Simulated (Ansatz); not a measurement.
# InSb wire along [110], 24 atoms a period, H-terminated: bands along the axis, part 2 of 2

Wanted: the relaxed geometry and the bands of the InSb wire along [110], 24 atoms a period, H-terminated.

Ansatz 0.2.0; DFT PBE, plane waves, PAW; relaxation of a wire's period; PAW set soft_1 (the session's first sound run).

So far. Step 2 (The relaxed wire): The cell's length comes to 4.760 Å with spin left out.

## (3) The perfect wire

This step: DFT PBE, plane waves, PAW; bands of a perfect wire; PAW set soft_1 (Ansatz 0.2.0).

At the relaxed period the bands are computed along the axis; those that cross an energy going forward count the channels that a perfect wire would open there.

Input file input.yaml:

```yaml
crystal:
  lattice:
    - [23.756, 0.0, 0.0]
    - [0.0, 21.427, 0.0]
    - [0.0, 0.0, 4.759859367]
  atoms:
    - { symbol: H, position: [0.176336826, 0.539527822, 0.0] }
    - { symbol: In, position: [0.186262343, 0.458519665, 0.0] }
    - { symbol: Sb, position: [0.396764352, 0.54929568, 0.0] }
    - { symbol: H, position: [0.428007336, 0.149652398, 0.0] }
    - { symbol: H, position: [0.434473444, 0.827327673, 0.0] }
    - { symbol: In, position: [0.46790468, 0.656833395, 0.0] }
    - { symbol: In, position: [0.465225303, 0.439261039, 0.0] }
    - { symbol: Sb, position: [0.67433549, 0.565994286, 0.0] }
    - { symbol: H, position: [0.70563349, 0.833721863, 0.0] }
    - { symbol: In, position: [0.756449902, 0.669768024, 0.0] }
    - { symbol: In, position: [0.736303519, 0.454654107, 0.0] }
    - { symbol: H, position: [0.222205157, 0.658889045, 0.233978122] }
    - { symbol: H, position: [0.78791249, 0.666145923, 0.328422566] }
    - { symbol: Sb, position: [0.270619291, 0.656863304, 0.5] }
    - { symbol: Sb, position: [0.253241512, 0.434871535, 0.5] }
    - { symbol: H, position: [0.289403757, 0.256588078, 0.5] }
    - { symbol: H, position: [0.279527245, 0.841363495, 0.5] }
    - { symbol: In, position: [0.324551776, 0.328238672, 0.5] }
    - { symbol: In, position: [0.328752308, 0.535036795, 0.5] }
    - { symbol: In, position: [0.325116663, 0.77792153, 0.5] }
    - { symbol: Sb, position: [0.530146441, 0.230579423, 0.5] }
    - { symbol: Sb, position: [0.535603048, 0.664852969, 0.5] }
    - { symbol: Sb, position: [0.534868766, 0.446702859, 0.5] }
    - { symbol: H, position: [0.558783732, 0.84369439, 0.5] }
    - { symbol: H, position: [0.576850742, 0.169352303, 0.5] }
    - { symbol: In, position: [0.600885516, 0.336686237, 0.5] }
    - { symbol: In, position: [0.605350908, 0.55570848, 0.5] }
    - { symbol: In, position: [0.602189358, 0.777942362, 0.5] }
    - { symbol: Sb, position: [0.805482906, 0.446705672, 0.5] }
    - { symbol: H, position: [0.848833024, 0.382956748, 0.5] }
    - { symbol: H, position: [0.857208209, 0.50208356, 0.5] }
    - { symbol: H, position: [0.78791249, 0.666145923, 0.671577434] }
    - { symbol: H, position: [0.222205157, 0.658889045, 0.766021878] }
    - { symbol: H, position: [0.132100252, 0.403797433, 0.0] }
    - { symbol: Sb, position: [0.394612979, 0.33232462, 0.0] }
    - { symbol: Sb, position: [0.391975572, 0.762676052, 0.0] }
    - { symbol: In, position: [0.460964042, 0.222292891, 0.0] }
    - { symbol: Sb, position: [0.670064512, 0.343451701, 0.0] }
    - { symbol: Sb, position: [0.669265318, 0.764305521, 0.0] }
    - { symbol: H, position: [0.716953916, 0.282373116, 0.0] }
kpoints:
  mp_grid: { grid: [1, 1, 17] }
  band_path: { path: ["Γ", Z], npoints: 90 }
scf:
  occupations: { method: fermi_dirac, width: 0.05 }
hamiltonian:
  xc: pbe
  pseudopotentials: { kind: paw, azcp: { folder: soft_1 } }
output:
  dos: { e_range: [-5, 4] }
  write_potential: true
  write_density: true
  volumetric_format: npy
```

Launch:

```sh
> ansatz run input.yaml --threads 4 --pin off --max-ram 16384MiB --backend cpu --events-out ev --progress --plain --runs-dir out
```

Numbers of over 12 decimals in the logs are rounded to 6 here.

What it wrote:

```text
[...]
Crystal: 40 atoms, lattice volume = 2422.863 Å³
Basis set: ecut = 420 eV, 47235 PW (Γ)
Bands: 216, of which v1, the nominal top of the filled ones, is band 176 counted from 1 (175 counted from 0)
Symmetry: 2 space group operations
[...]
k-points: 9 of 17
[...]
SCF iter   1: F=—  HF=-145243.742179 eV  |F-HF|=—  |Δ(HF+E_count)|=         —  Δρ=2.61e-2  dr2=1.98e1  ethr=3.10e-3  ⟨swp⟩=6.6  Hψ=8211  notcnv=0  defer=101
[...]
SCF iter  13: F=-145238.189052 eV  HF=-145238.189052 eV  |F-HF|=1.18e-8  |Δ(HF+E_count)|=   2.98e-7  Δρ=1.06e-6  dr2=8.02e-8  ethr=2.84e-11  ⟨swp⟩=14.8  Hψ=9484  notcnv=0
SCF 1 converged in 13 iterations: F = -145238.189052 eV  dr2 = 8.02e-8
[...]
NSCF: frozen V_eff on 91 k-points
WARN: pass on a band path, mesh or list of k-points: the 91 k-points are solved 20 at a time at the most, because the 14.40 GiB of host memory that the pass is priced against does not hold them all with the solver's workspace as planned. The pass can take longer, above all where fewer k-points are solved at a time than the run has threads. As a rule a larger memory budget leaves room for more at once. The budget is what a run with no `--max-ram-frac` typed is planned for, 0.8 of the host's memory or its container's limit. More memory there lifts it, and so does a share over 0.88 that is typed (of such a share the budget is ten elevenths): [rest of the remark cut]
WARN: The output density's exchange-correlation potential varies sharply where the density is thin. Do not read a vacuum level from v_tot or v_xc, or from such a field of the output density. On a cell that repeats whose density bears no net charge and no dipole along the vacuum's axis use v_es (v_loc + v_h of the components); under efield.dipole_correction with no amplitude use v_es + v_field, which holds any externa [...]
SCF converged after 13 iterations
Free energy (F): -145238.189052 eV
[...]
Internal energy: -145238.188789 eV  (E = F + TS)
E sigma→0 (E₀):  -145238.188921 eV
Entropy (-TS):   -0.000263 eV (-0.007 meV/atom)
Fermi energy:    -0.263566 eV
[...]
--- Band table (eV; the first three rows and the last of 9) ---
  k-point 0: bands = [... 172 lower, -1.0437, -1.0210, -0.7971, -0.5636, 0.0302, 0.2769, 0.3907, 0.5404, ... 36 higher]
  k-point 1: bands = [... 172 lower, -1.2063, -1.0377, -0.8453, -0.6771, 0.1914, 0.4445, 0.5393, 0.6952, ... 36 higher]
  k-point 2: bands = [... 172 lower, -1.2811, -1.1822, -0.9067, -0.8476, 0.5143, 0.7964, 0.8511, 0.9998, ... 36 higher]
  k-point 8: bands = [... 172 lower, -1.7281, -1.6595, -1.6068, -1.4846, 0.8046, 0.8561, 1.1736, 1.1840, ... 36 higher]
```

The job ended after 20 min (4 threads of Intel Xeon Platinum 8375C at 2.90GHz (Ice Lake), shared host; peak memory 12 GiB).

In the SCF lines HF is the Harris–Foulkes energy and dr2 the Hartree energy of the density residual, in eV; the loop may stop once dr2 is under the threshold and the program's other checks hold. Hψ counts applications of the Hamiltonian.

This step gave:

```
energy at zero smearing : -145238.1889 eV
band gap                : 0.5938 eV
```

Electronic bands along the path, in eV, zero at the Fermi level; v1 is the highest filled band, c1 the lowest empty one:

```
  point     v4     v3     v2     v1    c1    c2    c3    c4
      Γ  -0.78  -0.76  -0.53  -0.30  0.29  0.54  0.65  0.80
halfway  -1.18  -1.10  -0.94  -0.89  1.23  1.29  1.62  1.68
      Z  -1.45  -1.43  -1.36  -1.22  1.07  1.12  1.44  1.44
```

The gap is 0.594 eV, with spin left out.

On this path the gap is direct, 0.59 eV, with the valence top at Γ and the conduction bottom at Γ.

## (4) Another level of theory

This step: DFT r2SCAN, plane waves, PAW; bands of a perfect wire at the PBE geometry; PAW set soft_1 (Ansatz 0.2.0).

The atoms stay at the PBE geometry and the functional changes. r2SCAN also reads the kinetic-energy density; it often gives larger moments and wider gaps than PBE, at a higher cost.

Edit input.yaml of step 3 so:

```diff
@@ -47,3 +47,3 @@
 kpoints:
-  mp_grid: { grid: [1, 1, 17] }
+  mp_grid: { grid: [1, 1, 13] }
   band_path: { path: ["Γ", Z], npoints: 90 }
@@ -52,8 +52,3 @@
 hamiltonian:
-  xc: pbe
+  xc: r2scan
   pseudopotentials: { kind: paw, azcp: { folder: soft_1 } }
-output:
-  dos: { e_range: [-5, 4] }
-  write_potential: true
-  write_density: true
-  volumetric_format: npy
```

What it wrote:

```text
Engine: ansatz 0.2.0, x86_64-unknown-linux-gnu
Pseudopotentials: kind: paw
Pseudopotential: H, paw, valence charge 1, recommended cutoff 500 eV (meta_gga), soft_1/H.paw.azcp
Pseudopotential: In, paw, valence charge 13, recommended cutoff 500 eV (meta_gga), soft_1/In.paw.azcp
Pseudopotential: Sb, paw, valence charge 15, recommended cutoff 500 eV (meta_gga), soft_1/Sb.paw.azcp
Functional definition: r2SCAN
  parameter k0 = 0.174
  parameter k1 = 0.065
  parameter a1 = 4.9479
  exchange = r2scan_x(k0 = k0, k1 = k1, a1 = a1)
  correlation = r2scan_c
Crystal: 40 atoms, lattice volume = 2422.863 Å³
Basis set: ecut = 500 eV, 61565 PW (Γ), exchange–correlation on 720×640×144 points (64 copies of the dense FFT grid, shifted against one another)
Bands: 216, of which v1, the nominal top of the filled ones, is band 176 counted from 1 (175 counted from 0)
Symmetry: 2 space group operations
Space group: Pm (ITA 6), of the structure as read, at distance tolerance 1.3e-4 Å
k-points: 7 of 13
Non-local potential: H, projectors of the file, l = 0: 2, l = 1: 1
Non-local potential: In, projectors of the file, l = 0: 2, l = 1: 2, l = 2: 2, l = 3: 1
Non-local potential: Sb, projectors of the file, l = 0: 2, l = 1: 2, l = 2: 2, l = 3: 1
PAW form: soft (Blöchl's): semilocal exchange-correlation on the pseudo side does not see the compensation charge
PAW frozen core: In, regenerated for the run's functional (the file was generated under x = pbe(κ = 0.804, μ = 0.219515), c = pbe(β = 0.066725))
PAW frozen core: Sb, regenerated for the run's functional (the file was generated under x = pbe(κ = 0.804, μ = 0.219515), c = pbe(β = 0.066725))
PAW one-centre angular grid: H, 302 points (default); XC on 160 Gauss nodes
PAW one-centre angular grid: In, 590 points (default); XC on 160 Gauss nodes
PAW one-centre angular grid: Sb, 590 points (default); XC on 160 Gauss nodes
Initial density: superposition of atomic densities (neutral atoms: chi_scale 0, normalization atom)
Initial wavefunctions: pseudopotential atomic-orbital guess
Functional: x = r2scan, c = r2scan; τ floored in thin density (d = 2e-4 eV/Å³)
SCF iter   1: F=—  HF=-145587.646287 eV  |F-HF|=—  |Δ(HF+E_count)|=         —  Δρ=2.53e-2  dr2=1.82e1  dr2_τ=1.95e-1  ethr=3.10e-3  ⟨swp⟩=6.6  Hψ=6538  notcnv=0  defer=86
preconditioner: auto → Resta (q_TF=auto, 1.978 Å⁻¹)  ε∞=1.8  [insulator: Δε(μ)=1.123 eV  Ē_g=13.245 eV  σ=0.050 eV  W_gap=1.00  n_scr=340 (ndim 8)  ℏωp=11.5 eV  f_vac=0.537  D(μ)=0.00/eV (n_scr^D=0)  ε∞_Penn≈1.8  vacuum switching on, ρ_ref=1.3e-2 e/Å³]
SCF iter   2: F=—  HF=-145584.698415 eV  |F-HF|=—  |Δ(HF+E_count)|=    2.95e0  Δρ=1.10e-2  dr2=3.91e0  dr2_τ=3.39e-2  ethr=3.10e-3  ⟨swp⟩=3.0  Hψ=2167  notcnv=0  defer=217
SCF iter   3: F=—  HF=-145584.840619 eV  |F-HF|=—  |Δ(HF+E_count)|=   1.42e-1  Δρ=5.02e-3  dr2=2.82e0  dr2_τ=1.24e-2  ethr=1.11e-3  ⟨swp⟩=3.7  Hψ=2923  notcnv=0  defer=208
SCF iter   4: F=—  HF=-145584.510080 eV  |F-HF|=—  |Δ(HF+E_count)|=   3.31e-1  Δρ=1.75e-3  dr2=2.32e-1  dr2_τ=1.99e-3  ethr=8.03e-4  ⟨swp⟩=4.4  Hψ=2987  notcnv=0  defer=210
SCF iter   5: F=—  HF=-145584.518277 eV  |F-HF|=—  |Δ(HF+E_count)|=   8.20e-3  Δρ=7.15e-4  dr2=3.97e-2  dr2_τ=4.48e-4  ethr=6.60e-5  ⟨swp⟩=3.9  Hψ=1797  notcnv=0  defer=212
SCF iter   6: F=—  HF=-145584.521166 eV  |F-HF|=—  |Δ(HF+E_count)|=   2.89e-3  Δρ=3.45e-4  dr2=3.57e-3  dr2_τ=9.34e-5  ethr=1.13e-5  ⟨swp⟩=2.0  Hψ=1664  notcnv=0  defer=212
SCF iter   7: F=—  HF=-145584.523979 eV  |F-HF|=—  |Δ(HF+E_count)|=   2.81e-3  Δρ=1.55e-4  dr2=7.97e-4  dr2_τ=1.79e-5  ethr=1.01e-6  ⟨swp⟩=2.6  Hψ=1988  notcnv=0  defer=205
SCF iter   8: F=—  HF=-145584.524774 eV  |F-HF|=—  |Δ(HF+E_count)|=   7.96e-4  Δρ=5.58e-5  dr2=1.72e-4  dr2_τ=2.67e-6  ethr=2.26e-7  ⟨swp⟩=2.0  Hψ=1903  notcnv=0  defer=205
SCF iter   9: F=—  HF=-145584.524911 eV  |F-HF|=—  |Δ(HF+E_count)|=   1.37e-4  Δρ=1.91e-5  dr2=1.29e-5  dr2_τ=2.74e-7  ethr=4.90e-8  ⟨swp⟩=2.0  Hψ=1887  notcnv=0  defer=205
SCF iter  10: F=—  HF=-145584.524896 eV  |F-HF|=—  |Δ(HF+E_count)|=   1.52e-5  Δρ=7.67e-6  dr2=2.76e-6  dr2_τ=4.50e-8  ethr=3.67e-9  ⟨swp⟩=2.3  Hψ=2242  notcnv=0  defer=205
SCF iter  11: F=—  HF=-145584.524901 eV  |F-HF|=—  |Δ(HF+E_count)|=   4.41e-6  Δρ=3.31e-6  dr2=1.39e-6  dr2_τ=7.45e-9  ethr=7.85e-10  ⟨swp⟩=2.3  Hψ=1702  notcnv=0  defer=205
SCF iter  12: F=-145584.524901 eV  HF=-145584.524901 eV  |F-HF|=1.15e-7  |Δ(HF+E_count)|=   3.61e-7  Δρ=1.30e-6  dr2=8.73e-8  dr2_τ=1.40e-9  ethr=2.84e-11  ⟨swp⟩=15.1  Hψ=8237  notcnv=0
SCF 1 converged in 12 iterations: F = -145584.524901 eV  dr2 = 8.73e-8
[...]
NSCF: frozen V_eff on 91 k-points
WARN: pass on a band path, mesh or list of k-points: the 91 k-points are solved 3 at a time at the most, because the 14.40 GiB of host memory that the pass is priced against does not hold them all with the solver's workspace as planned. The pass can take longer, above all where fewer k-points are solved at a time than the run has threads. As a rule a larger memory budget leaves room for more at once. The budget is what a run with no `--max-ram-frac` typed is planned for, 0.8 of the host's memory or its container's limit. More memory there lifts it, and so does a share over 0.88 that is typed (of such a share the budget is ten elevenths): [rest of the remark cut]
```

The job ended after 25 min (4 threads; peak memory 12 GiB).

The run was cut off at the time limit after its SCF cycle had converged; no result of it is taken.

## (5) Levels at the same atoms

This step: DFT HSE06, plane waves, PAW; levels of a perfect wire at the PBE geometry; PAW set soft_1 (Ansatz 0.2.0).

The atoms stay at the PBE geometry and the functional changes. HSE06 mixes in a quarter of short-range exact exchange, which removes part of the self-interaction that closes gaps; it is dear, so the mesh is thinner and no path is run.

Edit input.yaml of step 4 so:

```diff
@@ -47,4 +47,3 @@
 kpoints:
-  mp_grid: { grid: [1, 1, 13] }
-  band_path: { path: ["Γ", Z], npoints: 90 }
+  mp_grid: { grid: [1, 1, 7] }
 scf:
@@ -52,3 +51,3 @@
 hamiltonian:
-  xc: r2scan
+  xc: hse06
   pseudopotentials: { kind: paw, azcp: { folder: soft_1 } }
```

What it wrote:

```text
Engine: ansatz 0.2.0, x86_64-unknown-linux-gnu
Pseudopotentials: kind: paw
Pseudopotential: H, paw, valence charge 1, recommended cutoff 420 eV (normal), soft_1/H.paw.azcp
Pseudopotential: In, paw, valence charge 13, recommended cutoff 420 eV (normal), soft_1/In.paw.azcp
Pseudopotential: Sb, paw, valence charge 15, recommended cutoff 420 eV (normal), soft_1/Sb.paw.azcp
Functional definition: HSE06
  parameter a = 0.25
  parameter omega = 0.11/bohr
  exchange = pbe_x - a*pbe_x_sr(omega) + a*exact_x_sr(omega)
  correlation = pbe_c
exact exchange is not summed between real-space points, because memory is short: that sum, which is faster here, needs a memory limit of at least 17.01 GiB; the limit here is 14.40 GiB. Results differ within the points' tolerance (scf.exx.build). The budget is what a run with no `--max-ram-frac` typed is planned for, 0.8 of the host's memory or its container's limit. More memory there lifts it, and so does a share ov [...]
exact exchange (on PAW files that of the plane waves, all of it where the separable form is declined too) is computed from pair densities and not by density-matrix convolution, because memory is short: the convolution, which is usually faster, keeps the exchange operator as a matrix at each irreducible k-point or, where blocks serve (scf.exx.build), one block of their elements at a time (for builds on a GPU, the tabl [...]
the exact exchange of the augmentation charges is not formed by FFT convolution over the k-point mesh, because memory is short: the convolution needs a memory limit of at least 16.02 GiB (a later check in the same run can ask for more); the limit here is 14.40 GiB. It is formed k-point by k-point (scf.exx.ecutfock_ratio). Converged results can differ within the SCF's convergence thresholds, a real-time propagation's in their last digits. To use the convolution, give the run more memory; to do without it under every limit, set scf.exx.build: pair_densities (it also rules out density-matrix convolution). [rest of the remark cut]
Crystal: 40 atoms, lattice volume = 2422.863 Å³
Basis set: ecut = 420 eV, 47235 PW (Γ)
Bands: 216, of which v1, the nominal top of the filled ones, is band 176 counted from 1 (175 counted from 0)
Symmetry: 2 space group operations
Space group: Pm (ITA 6), of the structure as read, at distance tolerance 1.3e-4 Å
k-points: 4 of 7
Non-local potential: H, projectors of the file, l = 0: 2, l = 1: 1
Non-local potential: In, projectors of the file, l = 0: 2, l = 1: 2, l = 2: 2, l = 3: 1
Non-local potential: Sb, projectors of the file, l = 0: 2, l = 1: 2, l = 2: 2, l = 3: 1
PAW form: soft (Blöchl's): semilocal exchange-correlation on the pseudo side does not see the compensation charge
PAW frozen core: In, regenerated for the run's functional, and the local potential with it (the file was generated under x = pbe(κ = 0.804, μ = 0.219515), c = pbe(β = 0.066725))
[...]
Initial density: handed on by an earlier stage of this run
Initial wavefunctions: those handed on with the density
Functional: x = pbe(κ = 0.804, μ = 0.219515) + 0.25 (exact − pbe) at short range (hse, ω = 0.207870 Å⁻¹), c = pbe(β = 0.066725); HSE06 as pw.x's `hse` composes it (authors' and Libxc's form: `xc: wpbeh`)
Exchange kernel: α = 0.2500, screened, ω = 0.2079 Å⁻¹, Wigner–Seitz truncation, v(0) = 1046.6310 eV·Å³, q-mesh 1×1×7, nearest image of the exchange supercell L = 21.43 Å, pair-density grid 108×96×24, without the augmentation charges, whose exchange is taken in its separable form (sized by the pseudopotential files, 160×144×32 at the most)
Frozen-core exchange: fock
[...]
preconditioner: auto → none  [insulator: Δε(μ)=1.157 eV  Ē_g=14.506 eV  σ=0.050 eV  W_gap=1.00  n_scr=340 (ndim 8)  ℏωp=11.5 eV  f_vac=0.568  D(μ)=0.00/eV (n_scr^D=0)]
[...]
SCF iter   5: F=—  HF=-145337.947245 eV  |F-HF|=—  |Δ(HF+E_count)|=   4.55e-3  Δρ=9.67e-5  dr2=1.53e-3  ethr=8.66e-8  ⟨swp⟩=5.2  Hψ=2758  notcnv=0
SCF iter   6: F=—  HF=-145337.949155 eV  |F-HF|=—  |Δ(HF+E_count)|=   1.91e-3  Δρ=8.84e-5  dr2=5.61e-4  ethr=8.66e-8  ⟨swp⟩=7.0  Hψ=2547  notcnv=0  defer=5
SCF iter   7: F=-145337.949020 eV  HF=-145337.949061 eV  |F-HF|=4.05e-5  |Δ(HF+E_count)|=   9.40e-5  Δρ=1.74e-5  dr2=8.59e-5  ethr=8.66e-8  ⟨swp⟩=4.2  Hψ=1768  notcnv=0  defer=2
SCF 2 stopped early in 7 iterations: F = -145337.949020 eV  dr2 = 8.59e-5
hybrid outer 1: dexx = +1.046e-1 eV, tail = 3.71e-4 eV
Exchange kernel: α = 0.2500, screened, ω = 0.2079 Å⁻¹, Wigner–Seitz truncation, v(0) = 1046.6310 eV·Å³, q-mesh 1×1×7, nearest image of the exchange supercell L = 21.43 Å, pair-density grid 108×96×24, without the augmentation charges, whose exchange is taken in its separable form (sized by the pseudopotential files, 160×144×32 at the most)
Frozen-core exchange: fock
SCF iter   1: F=—  HF=-145337.947237 eV  |F-HF|=—  |Δ(HF+E_count)|=         —  Δρ=2.71e-5  dr2=5.02e-5  ethr=5.26e-7  ⟨swp⟩=15.5  Hψ=2423  notcnv=0
preconditioner: auto → none  [insulator: Δε(μ)=1.105 eV  Ē_g=14.473 eV  σ=0.050 eV  W_gap=1.00  n_scr=340 (ndim 8)  ℏωp=11.5 eV  f_vac=0.569  D(μ)=0.00/eV (n_scr^D=0)]
SCF iter   2: F=—  HF=-145337.947235 eV  |F-HF|=—  |Δ(HF+E_count)|=   1.81e-6  Δρ=9.95e-6  dr2=7.43e-6  ethr=1.21e-8  ⟨swp⟩=4.0  Hψ=2129  notcnv=0
SCF iter   3: F=—  HF=-145337.947240 eV  |F-HF|=—  |Δ(HF+E_count)|=   4.97e-6  Δρ=6.86e-6  dr2=4.04e-6  ethr=1.78e-9  ⟨swp⟩=9.2  Hψ=2016  notcnv=0  defer=17
SCF iter   4: F=—  HF=-145337.947240 eV  |F-HF|=—  |Δ(HF+E_count)|=   4.28e-7  Δρ=2.64e-6  dr2=1.70e-6  ethr=1.06e-9  ⟨swp⟩=6.2  Hψ=1801  notcnv=0  defer=10
iter 5 solved again at ethr=2.14e-11 eV; its pass at ethr=3.91e-10 eV (dr2=7.54e-8 eV) is discarded
SCF iter   5: F=—  HF=-145337.947239 eV  |F-HF|=—  |Δ(HF+E_count)|=   2.22e-7  Δρ=1.62e-6  dr2=1.20e-7  ethr=2.14e-11  ⟨swp⟩=8.8  Hψ=4102  notcnv=0  defer=9
SCF iter   6: F=-145337.947239 eV  HF=-145337.947239 eV  |F-HF|=8.15e-9  |Δ(HF+E_count)|=   1.06e-8  Δρ=8.97e-7  dr2=4.53e-8  ethr=2.14e-11  ⟨swp⟩=4.2  Hψ=1691  notcnv=0  defer=5
SCF 3 converged in 6 iterations: F = -145337.947239 eV  dr2 = 4.53e-8
```

Elapsed: 85 min, on 4 threads; peak memory 11 GiB.

The run was cut off at the time limit after its SCF loop had closed; no result of it is taken.

## (6) What came out

| Item | Value |
| --- | --- |
| cell length, PBE | 4.760 Å |
| gap, PBE | 0.594 eV |

In words: Under PBE the cell's length is 4.76 Å, and a gap of 0.59 eV makes it a semiconductor. Plain hydrogen on a compound's surface is a simple closure: it may leave surface states, and facets that end in unlike atoms put a field across the wire, both of which shrink the gap. Spin-orbit coupling is left out, which matters for the bands of heavy atoms.

[Logs are printed without paths, hosts, clocks, repeated set-up lines and the standing remarks that a program may print on its own settings, such as how far it seeks lower states.]

[Hosts, paths, dates, database ids (printed as entryN), source tags and the programs' standing remarks are cut or masked in the printed files.]
